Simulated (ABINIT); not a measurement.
Planning a run of ABINIT 10.8.3 on Na2H6Pt (Fm-3m). The input:

```
acell 3*1.0 Angstrom
rprim 
  0.000000000000 3.629315950000 3.629315950000
  3.629315950000 -0.000000000000 3.629315950000
  3.629315950000 3.629315950000 -0.000000000000
ntypat 3
znucl 11 1 78
natom 9
typat 1 1 2 2 2 2 2 2 3
xred 
  0.750000000000 0.750000000000 0.750000000000
  0.250000000000 0.250000000000 0.250000000000
  0.774464350000 0.774464350000 0.225535650000
  0.225535650000 0.774464350000 0.225535650000
  0.774464350000 0.225535650000 0.225535650000
  0.225535650000 0.225535650000 0.774464350000
  0.774464350000 0.225535650000 0.774464350000
  0.225535650000 0.774464350000 0.774464350000
  0.000000000000 0.000000000000 0.000000000000
pp_dirpath "pseudos"
pseudos "Na.upf, H.upf, Pt.upf"
ecut 38
ngkpt 2 2 2
nshiftk 1
shiftk 0 0 0
kptopt 1
chksymbreak 0
istwfk *1
occopt 1
irdwfk 1
optdriver 3
nband 60
ecuteps 3.2
inclvkb 2
awtr 1
symchi 1
indata_prefix "in"
outdata_prefix "out"
tmpdata_prefix "tmp"
```

```sh
OMP_NUM_THREADS=1 mpirun -n 4 abinit run.abi > log
```

**Question.** Estimate wall time and host memory on 4 MPI ranks of AMD EPYC 7571, shared host.

It took 21 s; on shared hardware allow 10 s to 41 s. Peak host memory was 1.0 GiB.

[Paths, hosts, dates, memory and timing lines, banners, echoed tables and standing remarks are left out of the program output.]

[Logs are printed without paths, hosts, clocks, repeated set-up lines and the standing remarks that a program may print on its own settings, such as how far it seeks lower states.]

[Runs of the session that timed out or met a known fault of the program may be left out.]

[Hosts, paths, dates, database ids (printed as entryN), source tags and the programs' standing remarks are cut or masked in the printed files.]

[G0W0 gaps are taken among the corrected bands and points alone; a level outside them can change the order at an edge.]

[Where Ansatz stands beside ABINIT at settings called matched, ABINIT's density can come from a denser mesh and the files from another edition; pairs whose starting gaps differed by over 0.03 eV were left out, so agreement reads better than it is.]
